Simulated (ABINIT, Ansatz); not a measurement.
# MgZrF6 (Fm-3m): changed settings of a GW run in ABINIT

What do changed inputs do to GW on MgZrF6 (Fm-3m)?

Program: ABINIT 10.8.3. Level of theory: LDA and many-body steps on it, plane waves. Results are calculated unless marked as measured.

### Step 1. Starting point

Symmetry: Fm-3m, No. 225, cubic system. The conventional cell has a = 7.976 Å, b = 7.976 Å, c = 7.976 Å, α = 90.00°, β = 90.00°, γ = 90.00°. Mg has 6 F at 1.98 Å nearest. Nearest to Zr lie 6 F at 2.01 Å. Nearest to F lie 1 Mg at 1.98 Å and 1 Zr at 2.01 Å. Farther neighbours and most contacts between anions are not listed.

Coordinates:

```cif
data_structure
_symmetry_space_group_name_H-M 'Fm-3m'
_symmetry_Int_Tables_number 225
_cell_length_a 7.9760
_cell_length_b 7.9760
_cell_length_c 7.9760
_cell_angle_alpha 90.000
_cell_angle_beta 90.000
_cell_angle_gamma 90.000
_cell_volume 507.41
loop_
_atom_site_label
_atom_site_type_symbol
_atom_site_symmetry_multiplicity
_atom_site_Wyckoff_symbol
_atom_site_fract_x
_atom_site_fract_y
_atom_site_fract_z
_atom_site_occupancy
Mg1 Mg 4 b 0.50000 0.00000 0.00000 1
Zr1 Zr 4 a 0.00000 0.00000 0.00000 1
F1 F 24 e 0.25238 0.00000 0.00000 1
```

The cell and positions are those that the Materials Project relaxed with its own functionals (PBE, PBE+U or r2SCAN), kept fixed.

### Step 2. Screening, 2×2×2 mesh, 116 bands, screening to 114.3 eV

This step: ABINIT 10.8.3; RPA screening on LDA, plane waves, norm-conserving pseudopotentials.

The RPA dielectric matrix is built and inverted for each q.

Contents of run.abi:

```
acell 3*1.0 Angstrom
rprim 
  0.000000000000 3.988016550000 3.988016550000
  3.988016550000 0.000000000000 3.988016550000
  3.988016550000 3.988016550000 -0.000000000000
ntypat 3
znucl 12 40 9
natom 8
typat 1 2 3 3 3 3 3 3
xred 
  0.500000000000 0.500000000000 0.500000000000
  0.000000000000 0.000000000000 0.000000000000
  0.747623080000 0.252376920000 0.252376920000
  0.252376920000 0.747623080000 0.747623080000
  0.252376920000 0.747623080000 0.252376920000
  0.747623080000 0.252376920000 0.747623080000
  0.252376920000 0.252376920000 0.747623080000
  0.747623080000 0.747623080000 0.252376920000
pp_dirpath "pseudos"
pseudos "Mg.upf, Zr.upf, F.upf"
ecut 38
ngkpt 2 2 2
nshiftk 1
shiftk 0 0 0
kptopt 1
chksymbreak 0
istwfk *1
occopt 1
irdwfk 1
optdriver 3
nband 116
ecuteps 4.2
inclvkb 2
awtr 1
symchi 1
indata_prefix "in"
outdata_prefix "out"
tmpdata_prefix "tmp"
```

Started as:

```
$ OMP_NUM_THREADS=1 mpirun -n 4 abinit run.abi > log
```

The program printed:

```text
.Version 10.8.3 of ABINIT. v10.8.2 released Aug 2026.

 Symmetries : space group Fm -3 m (#225); Bravais cF (face-center cubic)
[... echo of the input left out ...]
== DATASET  1 ==================================================================
-   mpi_nproc: 4, omp_nthreads: 1 (-1 if OMP is not activated)

--- !DatasetInfo
iteration_state: {dtset: 1, }
dimensions: {natom: 8, nkpt: 3, mband: 116, nsppol: 1, nspinor: 1, nspden: 1, mpw: 9608, }
cutoff_energies: {ecut:  38.0, pawecutdg:  -1.0, }
electrons: {nelect:   6.40000000E+01, charge:   0.00000000E+00, occopt:   1.00000000E+00, tsmear:   1.00000000E-02, }

 SCREENING: Calculation of the susceptibility and dielectric matrices

 Based on a program developped by R.W. Godby, V. Olevano, G. Onida, and L. Reining.
 Incorporated in ABINIT by V. Olevano, G.-M. Rignanese, and M. Torrent.
.Using double precision arithmetic ; gwpc =  8

[... cell and pseudopotentials left out ...]
--------------------------------------------------------------------------------

 ==== K-mesh for the wavefunctions ====
 Number of points in the irreducible wedge :     3
[... list of points left out ...]
 Together with 48 symmetry operations and time-reversal symmetry
 yields     8 points in the full Brillouin Zone.

 ==== Q-mesh for the screening function ====
 Number of points in the irreducible wedge :     3
[... list of points left out ...]
 Together with 48 symmetry operations and time-reversal symmetry
 yields     8 points in the full Brillouin Zone.

 setmesh: FFT mesh size selected  =    40x   40x   40
          total number of points  =        64000

 vcoul_init : cutoff-mode = AUXILIARY_FUNCTION
 q-points for optical limit:   1
     1)      0.000010    0.000020    0.000030

- screening: taking advantage of time-reversal symmetry
- Maximum band index for partially occupied states nbvw = 32
- Remaining bands to be divided among processors   nbcw = 84
- Number of bands treated by each node ~21

 Number of electrons calculated from density =   64.0000; Expected =   64.0000
 average of density, n =  0.074762
 r_s =    1.4726
 omega_plasma =   26.3753 [eV]

 calculating chi0 at frequencies [eV] :
  1    0.000000E+00    0.000000E+00
  2    0.000000E+00    2.637527E+01

--------------------------------------------------------------------------------
  q-point number  1        q = ( 0.000000, 0.000000, 0.000000) [r.l.u.]
--------------------------------------------------------------------------------
[... chi0 elements left out ...]
 For q-point:  0.000010 0.000020 0.000030
  dielectric constant =   1.9954
  dielectric constant without local fields =   2.2021

  Average fulfillment of the sum rule on Im[epsilon] for q-point    1 :     37.74  [%]
[... wings left out ...]
  q-point number  2        q = ( 0.500000, 0.000000, 0.000000) [r.l.u.]
--------------------------------------------------------------------------------
[... chi0 elements left out ...]
  Average fulfillment of the sum rule on Im[epsilon] for q-point    2 :     43.44  [%]

 [... 1 further q-points ...]
```

The job ended after 27 s (4 MPI ranks of Arm Neoverse V1, shared host; peak memory 1.5 GiB; 1.8 min of CPU time).

Numbers from this step:

| Item | Value |
| --- | --- |
| ε∞ with local fields, on this mesh, along the program's q direction | 1.995 |
| the same without local fields | 2.202 |
| plasma frequency | 26.38 eV |
| plane waves in the screening matrix | 339 |

Local fields lower ε∞ by 9 %. On a Γ-centred mesh this coarse the value itself is usually too large, while a short band sum pulls it down.

### Step 3. Base

The self-energy is evaluated for the states that the input lists, and the levels follow from it, in one-shot runs by the linearised quasiparticle equation.

This step: G0W0 on LDA, plane waves, norm-conserving pseudopotentials.

Changes to run.abi since step 2:

```diff
@@ -29,8 +29,15 @@
 irdwfk 1
-optdriver 3
+optdriver 4
 nband 116
+gwcalctyp 0
+ecutsigx 38
+symsigma 1
+nkptgw 1
+kptgw 
+  0.0000000000 0.0000000000 0.0000000000
+bdgw 
+  30 35
 ecuteps 4.2
-inclvkb 2
-awtr 1
-symchi 1
+irdscr 1
+ppmodel 1
 indata_prefix "in"
```

The program printed:

```text
.Version 10.8.3 of ABINIT. v10.8.2 released Aug 2026.

 Symmetries : space group Fm -3 m (#225); Bravais cF (face-center cubic)
[... echo of the input left out ...]
== DATASET  1 ==================================================================
-   mpi_nproc: 4, omp_nthreads: 1 (-1 if OMP is not activated)

--- !DatasetInfo
iteration_state: {dtset: 1, }
dimensions: {natom: 8, nkpt: 3, mband: 116, nsppol: 1, nspinor: 1, nspden: 1, mpw: 9608, }
cutoff_energies: {ecut:  38.0, pawecutdg:  -1.0, }
electrons: {nelect:   6.40000000E+01, charge:   0.00000000E+00, occopt:   1.00000000E+00, tsmear:   1.00000000E-02, }

 SIGMA: Calculation of the GW corrections

 Based on a program developped by R.W. Godby, V. Olevano, G. Onida, and L. Reining.
 Incorporated in ABINIT by V. Olevano, G.-M. Rignanese, and M. Torrent.
.Using double precision arithmetic ; gwpc =  8

[... cell and pseudopotentials left out ...]
--------------------------------------------------------------------------------

 ==== K-mesh for the wavefunctions ====
 Number of points in the irreducible wedge :     3
[... list of points left out ...]
 Together with 48 symmetry operations and time-reversal symmetry
 yields     8 points in the full Brillouin Zone.

 ==== Q-mesh for screening function ====
 Number of points in the irreducible wedge :     3
[... list of points left out ...]
 Together with 48 symmetry operations and time-reversal symmetry
 yields     8 points in the full Brillouin Zone.

 vcoul_init : cutoff-mode = AUXILIARY_FUNCTION
 q-points for optical limit:   1
     1)      0.000010    0.000020    0.000030
 setmesh: FFT mesh size selected  =    60x   60x   60
          total number of points  =       216000

 Number of electrons calculated from density =   64.0000; Expected =   64.0000
 average of density, n =  0.074762
 r_s =    1.4726
 omega_plasma =   26.3753 [eV]

 === KS Band Gaps ===
  >>>> For spin  1
   Minimum direct gap =   6.8236 [eV], located at k-point      :   0.0000  0.0000  0.0000
   Fundamental gap    =   6.8236 [eV], Top of valence bands at :   0.0000  0.0000  0.0000
                                       Bottom of conduction at :   0.0000  0.0000  0.0000
 SIGMA fundamental parameters:
 PLASMON POLE MODEL  1
 number of plane-waves for SigmaX                 9577
 number of plane-waves for SigmaC and W            339
 number of plane-waves for wavefunctions          9577
 number of bands                                   116
 number of independent spin polarizations            1
 number of spinorial components                      1
 number of k-points in IBZ                           3
 number of q-points in IBZ                           3
 number of symmetry operations                      48
 number of k-points in BZ                            8
 number of q-points in BZ                            8
 number of frequencies for dSigma/dE                 9
 frequency step for dSigma/dE [eV]                0.25
 number of omega for Sigma on real axis              0
 max omega for Sigma on real axis  [eV]           0.00
 zcut for avoiding poles [eV]                     0.10

 EPSILON^-1 parameters (SCR file):
 dimension of the eps^-1 matrix on file            339
 dimension of the eps^-1 matrix used               339
 number of plane-waves for wavefunctions          9577
 number of bands                                   116
 number of q-points in IBZ                           3
 number of frequencies                               2
 number of real frequencies                          1
 number of imag frequencies                          1

 matrix elements of self-energy operator (all in [eV])

 Perturbative Calculation

--- !SelfEnergy_ee
iteration_state: {dtset: 1, }
kpoint     : [   0.000,    0.000,    0.000, ]
spin       : 1
KS_gap     :    6.824
QP_gap     :   11.915
Delta_QP_KS:    5.091
data: !SigmaeeData |
     Band     E0 <VxcDFT>   SigX SigC(E0)      Z dSigC/dE  Sig(E)    E-E0       E
       30  -2.402 -22.743 -30.118   5.174   0.807  -0.239 -24.519  -1.776  -4.178
       31  -2.402 -22.743 -30.118   5.174   0.807  -0.239 -24.519  -1.776  -4.178
       32  -2.402 -22.743 -30.118   5.174   0.807  -0.239 -24.519  -1.776  -4.178
       33   4.421 -16.374  -9.744  -2.766   0.858  -0.166 -13.059   3.315   7.737
       34   4.421 -16.374  -9.744  -2.766   0.858  -0.166 -13.059   3.315   7.737
       35   4.421 -16.374  -9.744  -2.766   0.858  -0.166 -13.059   3.315   7.737

== END DATASET(S) ==============================================================
================================================================================

 -outvars: echo values of variables after computation  --------
           etotal      0.0000000000E+00
            nband         116
             nkpt           3
          spgroup         225
 [... the other variables as echoed above ...]

 Calculation completed.
```

The job ended after 7.2 s (4 MPI ranks; peak memory 1.1 GiB; 28 s of CPU time).

This step gave:

- G0W0 gap on the points computed: 11.91 eV
- starting gap on the mesh: 6.824 eV
- k of the valence top: 0, 0, 0
- k of the conduction bottom: 0, 0, 0
- Z at the valence top: 0.807
- Z at the conduction bottom: 0.858
- least direct G0W0 gap on the computed points: 11.91 eV

The gap on the mesh goes from 6.82 eV to 11.91 eV, a correction of +5.09 eV.

(Continued in part 2 of 2.)

[Paths, hosts, dates, memory and timing lines, banners, echoed tables and standing remarks are left out of the program output.]

[Logs are printed without paths, hosts, clocks, repeated set-up lines and the standing remarks that a program may print on its own settings, such as how far it seeks lower states.]

[Runs of the session that timed out or met a known fault of the program may be left out.]

[No measured gap is set beside runs whose start may be inverted or whose files or cutoffs have a known fault.]

[Hosts, paths, dates, database ids (printed as entryN), source tags and the programs' standing remarks are cut or masked in the printed files.]

[G0W0 gaps are taken among the corrected bands and points alone; a level outside them can change the order at an edge.]

[Where Ansatz stands beside ABINIT at settings called matched, ABINIT's density can come from a denser mesh and the files from another edition; pairs whose starting gaps differed by over 0.03 eV were left out, so agreement reads better than it is.]
